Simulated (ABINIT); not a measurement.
## A GW chain in ABINIT: LiCl (Fm-3m)

How does a plane-wave GW calculation on LiCl (Fm-3m) run from the first input to the gap?

Method: LDA and many-body steps on it, plane waves, in ABINIT 10.8.3.

This is a report of a sequence of runs, with most program output left out.

The database entry behind the starting cell differs from later determinations by our own check (0.1 to 0.3 % short, probably kX units), so it need not match the best structure at ambient conditions.

## Step 1: The starting structure

The structure is cubic, space group Fm-3m (No. 225). Conventional cell: a = 5.130 Å, b = 5.130 Å, c = 5.130 Å, α = 90.00°, β = 90.00°, γ = 90.00°. Li has 6 Cl at 2.56 Å nearest. Cl has 6 Li at 2.56 Å nearest. Farther neighbours and most contacts between anions are not listed.

The cell and positions come from the Crystallography Open Database and are kept as given unless a step says otherwise.

## Step 2: Ground state

This step: ABINIT 10.8.3; DFT, LDA, plane waves, norm-conserving pseudopotentials.

The ground-state density comes first.

run.abi

```
acell 3*1.0 Angstrom
rprim 
  0.000000000000 2.564770000000 2.564770000000
  2.564770000000 0.000000000000 2.564770000000
  2.564770000000 2.564770000000 -0.000000000000
ntypat 2
znucl 3 17
natom 2
typat 1 2
xred 
  0.000000000000 0.000000000000 0.000000000000
  0.500000000000 0.500000000000 0.500000000000
pp_dirpath "pseudos"
pseudos "Li.upf, Cl.upf"
ecut 33
ngkpt 8 8 8
nshiftk 1
shiftk 0 0 0
kptopt 1
chksymbreak 0
nband 10
occopt 1
tolvrs 1e-10
nstep 60
prtwf 0
optforces 0
optstress 0
indata_prefix "in"
outdata_prefix "out"
tmpdata_prefix "tmp"
```

Command:

```sh
> OMP_NUM_THREADS=1 mpirun -n 4 abinit run.abi > log
```

Run time: 6.2 s. Hardware: 4 MPI ranks of Arm Neoverse V1, shared host; peak memory 0.33 GiB.

This step gave:

- total energy: -643.6370 eV
- gap: 5.989 eV
- k of the valence top: 0, 0, 0
- k of the conduction bottom: 0, 0, 0
- least direct gap: 5.989 eV

The gap is direct, at Γ.

## Step 3: Bands along the symmetry lines

The cheap functional maps the bands first; the places of the edges decide which points the dearer methods must see.

run.abi

```
acell 3*1.0 Angstrom
rprim 
  0.000000000000 2.564770000000 2.564770000000
  2.564770000000 0.000000000000 2.564770000000
  2.564770000000 2.564770000000 -0.000000000000
ntypat 2
znucl 3 17
natom 2
typat 1 2
xred 
  0.000000000000 0.000000000000 0.000000000000
  0.500000000000 0.500000000000 0.500000000000
pp_dirpath "pseudos"
pseudos "Li.upf, Cl.upf"
ecut 33
iscf -2
irdden 1
kptopt 0
nkpt 50
kpt 
  0.00000000 0.00000000 0.00000000
  0.06250000 0.00000000 0.06250000
  0.12500000 0.00000000 0.12500000
  0.18750000 0.00000000 0.18750000
  0.25000000 0.00000000 0.25000000
  0.31250000 0.00000000 0.31250000
  0.37500000 0.00000000 0.37500000
  0.43750000 0.00000000 0.43750000
  0.50000000 0.00000000 0.50000000
  0.51562500 0.03125000 0.51562500
  0.53125000 0.06250000 0.53125000
  0.54687500 0.09375000 0.54687500
  0.56250000 0.12500000 0.56250000
  0.57812500 0.15625000 0.57812500
  0.59375000 0.18750000 0.59375000
  0.60937500 0.21875000 0.60937500
  0.62500000 0.25000000 0.62500000
  0.37500000 0.37500000 0.75000000
  0.32812500 0.32812500 0.65625000
  0.28125000 0.28125000 0.56250000
  0.23437500 0.23437500 0.46875000
  0.18750000 0.18750000 0.37500000
  0.14062500 0.14062500 0.28125000
  0.09375000 0.09375000 0.18750000
  0.04687500 0.04687500 0.09375000
  0.00000000 0.00000000 0.00000000
  0.06250000 0.06250000 0.06250000
  0.12500000 0.12500000 0.12500000
  0.18750000 0.18750000 0.18750000
  0.25000000 0.25000000 0.25000000
  0.31250000 0.31250000 0.31250000
  0.37500000 0.37500000 0.37500000
  0.43750000 0.43750000 0.43750000
  0.50000000 0.50000000 0.50000000
  0.50000000 0.46875000 0.53125000
  0.50000000 0.43750000 0.56250000
  0.50000000 0.40625000 0.59375000
  0.50000000 0.37500000 0.62500000
  0.50000000 0.34375000 0.65625000
  0.50000000 0.31250000 0.68750000
  0.50000000 0.28125000 0.71875000
  0.50000000 0.25000000 0.75000000
  0.50000000 0.21875000 0.71875000
  0.50000000 0.18750000 0.68750000
  0.50000000 0.15625000 0.65625000
  0.50000000 0.12500000 0.62500000
  0.50000000 0.09375000 0.59375000
  0.50000000 0.06250000 0.56250000
  0.50000000 0.03125000 0.53125000
  0.50000000 0.00000000 0.50000000
istwfk *1
nband 12
nbdbuf 2
tolwfr 1e-08
nstep 40
prtwf 0
prtvol 0
indata_prefix "in"
outdata_prefix "out"
tmpdata_prefix "tmp"
```

Wall time 5.5 s (4 MPI ranks); peak memory 0.31 GiB; 21 s of CPU time.

This step gave:

| Item | Value |
| --- | --- |
| gap | 5.985 eV |
| k of the valence top | 0.0938, 0.0938, 0.1875 |
| k of the conduction bottom | 0, 0, 0 |
| least direct gap | 5.989 eV |

The gap is 5.985 eV, −0.004 eV from the run before at this level.

Electronic bands along the path, in eV, zero at the top of the highest filled band; v1 is the highest filled band, c1 the lowest empty one:

```tsv
point	v4	v3	v2	v1	c1	c2	c3	c4
Γ	-13.35	0.00	0.00	0.00	5.99	11.58	11.58	11.58
halfway	-12.97	-1.57	-0.61	-0.61	8.24	9.21	9.39	12.16
X	-12.51	-2.99	-1.14	-1.14	7.58	7.95	12.09	13.73
halfway	-12.51	-2.89	-1.37	-1.07	7.69	8.41	11.79	12.76
U	-12.54	-2.57	-1.84	-0.86	7.75	9.63	11.11	11.39
jump to K	-12.54	-2.57	-1.84	-0.86	7.75	9.63	11.11	11.39
halfway	-12.96	-1.77	-0.90	-0.09	7.60	9.76	10.00	10.56
Γ	-13.35	0.00	0.00	0.00	5.99	11.58	11.58	11.58
halfway	-13.07	-1.64	-0.14	-0.14	6.87	10.33	10.33	10.65
L	-12.76	-2.90	-0.26	-0.26	6.39	9.14	9.14	12.66
halfway	-12.65	-2.62	-1.36	-0.60	7.87	9.00	10.19	11.43
W	-12.52	-2.20	-2.20	-1.09	9.26	9.77	10.11	10.11
halfway	-12.51	-2.78	-1.49	-1.12	8.06	8.62	11.50	11.80
X	-12.51	-2.99	-1.14	-1.14	7.58	7.95	12.09	13.73
```

## Step 4: Empty states on the mesh, 4×4×4 mesh, 76 bands

The sums over transitions need many empty states on a uniform mesh; this step solves for them.

run.abi

```
acell 3*1.0 Angstrom
rprim 
  0.000000000000 2.564770000000 2.564770000000
  2.564770000000 0.000000000000 2.564770000000
  2.564770000000 2.564770000000 -0.000000000000
ntypat 2
znucl 3 17
natom 2
typat 1 2
xred 
  0.000000000000 0.000000000000 0.000000000000
  0.500000000000 0.500000000000 0.500000000000
pp_dirpath "pseudos"
pseudos "Li.upf, Cl.upf"
ecut 33
ngkpt 4 4 4
nshiftk 1
shiftk 0 0 0
kptopt 1
chksymbreak 0
irdden 1
istwfk *1
nband 76
prtvol 0
optdriver 6
gwr_task "HDIAGO"
paral_kgb 0
occopt 1
indata_prefix "in"
outdata_prefix "out"
tmpdata_prefix "tmp"
```

Wall time 15 s (4 MPI ranks); peak memory 1.2 GiB; 60 s of CPU time.

Numbers from this step:

```
gap                                                           : 5.989 eV
k of the valence top                                          : 0, 0, 0
k of the conduction bottom                                    : 0, 0, 0
least direct gap                                              : 5.989 eV
k points computed                                             : 8
lowest point of the top converged band, above the valence top : 78.9661 eV
```

On this mesh the gap is 5.989 eV.

## Step 5: Screening, 4×4×4 mesh, 68 bands, screening to 130.6 eV

The RPA dielectric matrix is built and inverted for each q.

This step: RPA screening on LDA, plane waves, norm-conserving pseudopotentials.

run.abi, as its differences from that of step 4:

```diff
@@ -20,10 +20,11 @@
 chksymbreak 0
-irdden 1
 istwfk *1
-nband 76
-prtvol 0
-optdriver 6
-gwr_task "HDIAGO"
-paral_kgb 0
 occopt 1
+irdwfk 1
+optdriver 3
+nband 68
+ecuteps 4.8
+inclvkb 2
+awtr 1
+symchi 1
 indata_prefix "in"
```

It took 5.6 s on 4 MPI ranks; peak memory 0.51 GiB; 22 s of CPU time.

Numbers from this step:

| Item | Value |
| --- | --- |
| ε∞ with local fields, on this mesh, along the program's q direction | 3.005 |
| the same without local fields | 3.519 |
| plasma frequency | 20.21 eV |
| plane waves in the screening matrix | 113 |

Local fields lower ε∞ by 15 %. On a Γ-centred mesh this coarse the value itself is usually too large, while a short band sum pulls it down.

## Step 6: Self-energy, 4×4×4 mesh, 68 bands, screening to 130.6 eV

The self-energy is evaluated for the states that the input lists, and the levels follow from it, in one-shot runs by the linearised quasiparticle equation.

This step: G0W0 on LDA, plane waves, norm-conserving pseudopotentials.

run.abi, as its differences from that of step 5:

```diff
@@ -23,8 +23,15 @@
 irdwfk 1
-optdriver 3
+optdriver 4
 nband 68
+gwcalctyp 0
+ecutsigx 33
+symsigma 1
+nkptgw 1
+kptgw 
+  0.0000000000 0.0000000000 0.0000000000
+bdgw 
+  3 9
 ecuteps 4.8
-inclvkb 2
-awtr 1
-symchi 1
+irdscr 1
+ppmodel 1
 indata_prefix "in"
```

It took 2.6 s on 4 MPI ranks; peak memory 0.13 GiB.

This step gave:

| Item | Value |
| --- | --- |
| G0W0 gap on the points computed | 8.875 eV |
| starting gap on the mesh | 5.989 eV |
| k of the valence top | 0, 0, 0 |
| k of the conduction bottom | 0, 0, 0 |
| Z at the valence top | 0.802 |
| Z at the conduction bottom | 0.843 |
| least direct G0W0 gap on the computed points | 8.875 eV |

The gap on the mesh goes from 5.99 eV to 8.88 eV, a correction of +2.89 eV.

Limits: finite bands, cutoff and mesh; coarse k mesh. v1 is the top filled band, c1 the lowest empty one. Levels before and after the correction, in eV, zero at the valence-band top of each column:

```tsv
	conduction bottom	valence top
Kohn-Sham	5.99	0.00
G0W0	8.88	0.00
```

```tsv
	level	energy (eV)
Kohn-Sham	Γ v3-v1	0.000
Kohn-Sham	Γ c1	5.989
Kohn-Sham	Γ c2-c4	11.582
G0W0	Γ v3-v1	0.000
G0W0	Γ c1	8.875
G0W0	Γ c2-c4	14.815
```

## Step 7: Where the time went

Times are wall times on 4 MPI ranks of Arm Neoverse V1, shared host, good to a factor of about two.

```tsv
step	time	share	memory (GiB)
ground state	6.2 s	18 %	0.33
bands along the symmetry lines	5.5 s	16 %	0.31
empty states on the mesh	15 s	43 %	1.2
screening	5.6 s	16 %	0.51
self-energy	2.6 s	7 %	0.13
```

## Step 8: What came out

- LDA gap: 5.99 eV, indirect (only 4 meV under the direct gap)
- G0W0 gap on the mesh: 8.88 eV
- GW settings: 4×4×4 mesh, 68 bands, screening to 130.6 eV, Godby-Needs plasmon pole
- known limits: not at the basis limit; coarse k mesh

In words: G0W0 moves the gap on the mesh from 5.99 eV to 8.88 eV (+2.89 eV), with Z of 0.80 and 0.84 at the edges. Local fields lower the RPA ε∞ on this mesh from 3.52 to 3.00; a Γ-centred mesh this coarse tends to raise both, most where the direct gap is narrow, while a short band sum lowers them. Only 1 of the mesh's irreducible points was corrected, so a valley elsewhere could overtake. The dearest step here is «empty states on the mesh». Bands and cutoff are finite, so the gap is not at the basis limit. The miss can reach some tenths of an eV and take either sign; the mesh is an error of its own. In the G0W0 run levels were corrected at 1 k point alone, so a gap called «on the mesh» is the least over those, and an edge elsewhere would be missed. The 4×4×4 mesh is coarse for this cell, which bears on the long-range parts of exchange and screening.

[Paths, hosts, dates, memory and timing lines, banners, echoed tables and standing remarks are left out of the program output.]

[Logs are printed without paths, hosts, clocks, repeated set-up lines and the standing remarks that a program may print on its own settings, such as how far it seeks lower states.]

[Runs of the session that timed out or met a known fault of the program may be left out.]

[Hosts, paths, dates, database ids (printed as entryN), source tags and the programs' standing remarks are cut or masked in the printed files.]

[G0W0 gaps are taken among the corrected bands and points alone; a level outside them can change the order at an edge.]

[Where Ansatz stands beside ABINIT at settings called matched, ABINIT's density can come from a denser mesh and the files from another edition; pairs whose starting gaps differed by over 0.03 eV were left out, so agreement reads better than it is.]
